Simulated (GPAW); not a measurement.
# BaZnPF (P4/nmm): one start, several treatments of the self-energy

Aim: compare treatments of exchange, screening and correlation for the gap of BaZnPF (P4/nmm).

Program: GPAW 26.7.0. Level of theory: PBE and many-body steps on it, plane waves. Results are calculated unless marked as measured.

Most raw output is cut from this account.

## (1) Starting point

It takes space group P4/nmm (No. 129, tetragonal). Conventional cell: a = 4.156 Å, b = 4.156 Å, c = 9.457 Å, α = 90.00°, β = 90.00°, γ = 90.00°. Nearest to Ba lie 4 F at 2.62 Å and 4 P at 3.41 Å. Nearest to Zn lie 4 P at 2.51 Å. P has 4 Zn at 2.51 Å and 4 Ba at 3.41 Å nearest. Nearest to F lie 4 Ba at 2.62 Å. Farther neighbours and most contacts between anions are not listed.

Coordinates:

```cif
data_structure
_symmetry_space_group_name_H-M 'P 1'
_symmetry_Int_Tables_number 1
_cell_length_a 4.1563
_cell_length_b 4.1563
_cell_length_c 9.4574
_cell_angle_alpha 90.000
_cell_angle_beta 90.000
_cell_angle_gamma 90.000
_cell_volume 163.38
loop_
_atom_site_label
_atom_site_type_symbol
_atom_site_fract_x
_atom_site_fract_y
_atom_site_fract_z
_atom_site_occupancy
Ba1 Ba 0.50000 0.00000 0.33177 1
Ba2 Ba 0.00000 0.50000 0.66823 1
Zn3 Zn 0.50000 0.50000 0.00000 1
Zn4 Zn 0.00000 0.00000 0.00000 1
P5 P 0.00000 0.50000 0.14910 1
P6 P 0.50000 0.00000 0.85090 1
F7 F 0.50000 0.50000 0.50000 1
F8 F 0.00000 0.00000 0.50000 1
```

The cell and positions come from the Crystallography Open Database and are kept as given unless a step says otherwise. Spin-orbit coupling is left out unless a step names it.

## (2) Empty states on the mesh, 4×4×1 mesh, 275 bands

This step: GPAW 26.7.0; DFT, PBE, plane waves, PAW.

The sums over transitions need many empty states on a uniform mesh; this step solves for them.

Input file run.py:

```python
import json
import numpy as np
from gpaw.mpi import world
from gpaw import GPAW

calc = GPAW('gs.gpw').fixed_density(kpts={'size': (4, 4, 1), 'gamma': True},
    nbands=320,
    convergence={'bands': 275},
    txt='nscf.txt')
calc.write('full.gpw', mode='all')
res = {}
kpts = calc.get_ibz_k_points()
res['kpts'] = kpts
res['eigenvalues'] = [calc.get_eigenvalues(kpt=k) for k in range(len(kpts))]
res['n_electrons'] = calc.get_number_of_electrons()

if world.rank == 0:
    with open('result.json', 'w') as f:
        json.dump(res, f, default=lambda x: x.tolist())
```

Launch:

```sh
mpirun -n 4 gpaw python run.py
```

Run time: 2.5 min. Hardware: 4 MPI ranks of Arm Neoverse V1, shared host; peak memory 1.2 GiB.

Numbers from this step:

```
gap                                                           : 0.4582 eV
k of the valence top                                          : 0, 0, 0
k of the conduction bottom                                    : 0, 0, 0
least direct gap                                              : 0.4582 eV
k points computed                                             : 6
lowest point of the top converged band, above the valence top : 66.6549 eV
```

On this mesh the gap is 0.458 eV.

## (3) G0W0, Godby-Needs plasmon pole

Now the one-shot GW correction: screening in the RPA, then the self-energy of the levels asked for.

This step: G0W0 on PBE, plane waves, PAW.

Input file run.py:

```python
import json
import numpy as np
from gpaw.mpi import world
from gpaw.response.g0w0 import G0W0

gw = G0W0('full.gpw',
    filename='gw',
    kpts=[0],
    bands=(32, 36),
    ecut=48,
    nbands=123,
    integrate_gamma='WS',
    ppa=True)
gw.calculate()
res = {mode: {k: v for k, v in r.items() if k != 'sigma_eskwn'}
       for mode, r in gw.all_results.items()}

if world.rank == 0:
    with open('result.json', 'w') as f:
        json.dump(res, f, default=lambda x: x.tolist())
```

Launch:

```sh
mpirun -n 4 gpaw python run.py
```

The job ended after 43 s (4 MPI ranks; peak memory 2.1 GiB; 2.9 min of CPU time).

This step gave:

| Property | Result |
| --- | --- |
| G0W0 gap on the points computed | 1.446 eV |
| least direct G0W0 gap on the computed points | 1.446 eV |
| Z at the valence top | 0.7883 |
| Z at the conduction bottom | 0.8071 |
| starting gap on the mesh | 0.4582 eV |
| k of the valence top | 0, 0, 0 |
| k of the conduction bottom | 0, 0, 0 |

The gap on the mesh goes from 0.46 eV to 1.45 eV, a correction of +0.99 eV.

## (4) One-shot HSE06

This step: one-shot HSE06 levels on PBE orbitals, plane waves, PAW.

Input file run.py:

```python
import json
import numpy as np
from gpaw.mpi import world
from gpaw.hybrids.eigenvalues import non_self_consistent_eigenvalues

dft, vxc, vxc_hyb = non_self_consistent_eigenvalues('full.gpw', 'HSE06', 32, 36, kpt_indices=[0])
res = {'dft': dft[0], 'hybrid': (dft - vxc + vxc_hyb)[0]}
if world.rank == 0:
    with open('hybrid.txt', 'w') as f:
        for k, e0, e1 in zip([0], res['dft'], res['hybrid']):
            print(k, ' '.join(f'{x:9.4f}' for x in e0), '|', ' '.join(f'{x:9.4f}' for x in e1), file=f)

if world.rank == 0:
    with open('result.json', 'w') as f:
        json.dump(res, f, default=lambda x: x.tolist())
```

Launch:

```sh
mpirun -n 4 gpaw python run.py
```

The job ended after 4.5 s (4 MPI ranks; peak memory 1.1 GiB).

Numbers from this step:

```yaml
starting_gap_on_the_mesh: 0.4582 eV
hybrid_gap_on_the_mesh: 1.191 eV
least_direct_hybrid_gap_on_the_computed_points: 1.191 eV
```

## (5) G0W0, extrapolated in the cutoff

This step: G0W0 on PBE, plane waves, PAW.

Input file run.py:

```python
import json
import numpy as np
from gpaw.mpi import world
from gpaw.response.g0w0 import G0W0

gw = G0W0('full.gpw',
    filename='gw',
    kpts=[0],
    bands=(32, 36),
    ecut=80.0,
    integrate_gamma='WS',
    ppa=True,
    ecut_extrapolation=True)
gw.calculate()
res = {mode: {k: v for k, v in r.items() if k != 'sigma_eskwn'}
       for mode, r in gw.all_results.items()}

if world.rank == 0:
    with open('result.json', 'w') as f:
        json.dump(res, f, default=lambda x: x.tolist())
```

Launch:

```sh
mpirun -n 4 gpaw python run.py
```

Wall time 2.2 min (4 MPI ranks); peak memory 2.5 GiB.

This step gave:

```yaml
quasiparticle_gap_on_the_points_computed: 1.428 eV
least_direct_quasiparticle_gap_on_the_computed_points: 1.428 eV
z_at_the_valence_top: 0.7797
z_at_the_conduction_bottom: 0.8025
starting_gap_on_the_mesh: 0.4582 eV
k_of_the_valence_top: 0, 0, 0
k_of_the_conduction_bottom: 0, 0, 0
gaps_at_the_cutoffs_of_the_extrapolation: 1.410, 1.413, 1.414 eV
```

Against G0W0 in GPAW (4×4×1 mesh, 123 bands, screening to 48 eV, Godby-Needs plasmon pole), the gap moves by −0.018 eV.

## (6) One-shot PBE0

This step: one-shot PBE0 levels on PBE orbitals, plane waves, PAW.

Input file run.py:

```python
import json
import numpy as np
from gpaw.mpi import world
from gpaw.hybrids.eigenvalues import non_self_consistent_eigenvalues

dft, vxc, vxc_hyb = non_self_consistent_eigenvalues('full.gpw', 'PBE0', 32, 36, kpt_indices=[0])
res = {'dft': dft[0], 'hybrid': (dft - vxc + vxc_hyb)[0]}
if world.rank == 0:
    with open('hybrid.txt', 'w') as f:
        for k, e0, e1 in zip([0], res['dft'], res['hybrid']):
            print(k, ' '.join(f'{x:9.4f}' for x in e0), '|', ' '.join(f'{x:9.4f}' for x in e1), file=f)

if world.rank == 0:
    with open('result.json', 'w') as f:
        json.dump(res, f, default=lambda x: x.tolist())
```

Launch:

```sh
mpirun -n 4 gpaw python run.py
```

Elapsed: 4.5 s, on 4 MPI ranks; peak memory 1.2 GiB; 18 s of CPU time.

This step gave:

- starting gap on the mesh: 0.4582 eV
- hybrid gap on the mesh: 1.891 eV
- least direct hybrid gap on the computed points: 1.891 eV

## (7) G0W0, full frequency, Hilbert transform

This step: G0W0 on PBE, plane waves, PAW.

Input file run.py:

```python
import json
import numpy as np
from gpaw.mpi import world
from gpaw.response.g0w0 import G0W0

gw = G0W0('full.gpw',
    filename='gw',
    kpts=[0],
    bands=(32, 36),
    ecut=48,
    nbands=123,
    integrate_gamma='WS',
    frequencies={'type': 'nonlinear', 'domega0': 0.1, 'omega2': 15.0},
    eta=0.1,
    nblocksmax=True)
gw.calculate()
res = {mode: {k: v for k, v in r.items() if k != 'sigma_eskwn'}
       for mode, r in gw.all_results.items()}

if world.rank == 0:
    with open('result.json', 'w') as f:
        json.dump(res, f, default=lambda x: x.tolist())
```

Launch:

```sh
mpirun -n 4 gpaw python run.py
```

Elapsed: 59 s, on 4 MPI ranks; peak memory 2.2 GiB.

This step gave:

- G0W0 gap on the points computed: 1.431 eV
- least direct G0W0 gap on the computed points: 1.431 eV
- starting gap on the mesh: 0.4582 eV
- k of the valence top: 0, 0, 0
- k of the conduction bottom: 0, 0, 0

Against G0W0 in GPAW (4×4×1 mesh, 123 bands, screening to 48 eV, Godby-Needs plasmon pole), the gap moves by −0.015 eV.

## (8) Side by side

Times are wall times on 4 MPI ranks of Arm Neoverse V1, shared host, good to a factor of about two.

| run | mesh | bands | screening cutoff (eV) | DFT gap (eV) | gap on the mesh (eV) | direct (eV) | time |
| --- | --- | --- | --- | --- | --- | --- | --- |
| G0W0, Godby-Needs plasmon pole | 4×4×1 | 123 | 48 | 0.458 | 1.446 | 1.446 | 43 s |
| one-shot HSE06 | 4×4×1 | - | - | 0.458 | 1.191 | 1.191 | 4.5 s |
| G0W0, extrapolated in the cutoff | 4×4×1 | - | 80 | 0.458 | 1.428 | 1.428 | 2.2 min |
| one-shot PBE0 | 4×4×1 | - | - | 0.458 | 1.891 | 1.891 | 4.5 s |
| G0W0, full frequency, Hilbert transform | 4×4×1 | 123 | 48 | 0.458 | 1.431 | 1.431 | 59 s |

## (9) What came out

```json
{"G0W0, Godby-Needs plasmon pole": "1.446 eV", "one-shot HSE06": "1.191 eV", "G0W0, extrapolated in the cutoff": "1.428 eV", "one-shot PBE0": "1.891 eV", "G0W0, full frequency, Hilbert transform": "1.431 eV", "known limits": "not at the basis limit; d shell near the gap, gap tends to lie low; no spin-orbit coupling; coarse k mesh"}
```

One-shot HSE06: −0.255 eV against G0W0, Godby-Needs plasmon pole. G0W0, extrapolated in the cutoff: −0.018 eV against G0W0, Godby-Needs plasmon pole, at other bands or cutoff, so not like for like. One-shot PBE0: +0.445 eV against G0W0, Godby-Needs plasmon pole. G0W0, full frequency, Hilbert transform: −0.015 eV against G0W0, Godby-Needs plasmon pole. One-shot hybrid levels are evaluated on the PBE orbitals. Bands and cutoff are finite, so the gap is not at the basis limit. The miss can reach some tenths of an eV and take either sign; the mesh is an error of its own. These stock PAW sets were not made for GW. In the G0W0 runs levels were corrected at 1 k point alone, so a gap called «on the mesh» is the least over those, and an edge elsewhere would be missed. The 4×4×1 mesh is coarse for this cell, which bears on the long-range parts of exchange and screening. A d shell, filled or nearly so, lies near the gap. One-shot GW converges very slowly in bands there, not always from below, and on a semilocal start the gap tends to come out low; starts rich in exact exchange can overshoot instead. The many-body steps are scalar-relativistic: spin-orbit coupling is not in them.

[Paths, hosts, dates, memory and timing lines, banners, echoed tables and standing remarks are left out of the program output.]

[Logs are printed without paths, hosts, clocks, repeated set-up lines and the standing remarks that a program may print on its own settings, such as how far it seeks lower states.]

[Runs of the session that timed out or met a known fault of the program may be left out.]

[Hosts, paths, dates, database ids (printed as entryN), source tags and the programs' standing remarks are cut or masked in the printed files.]
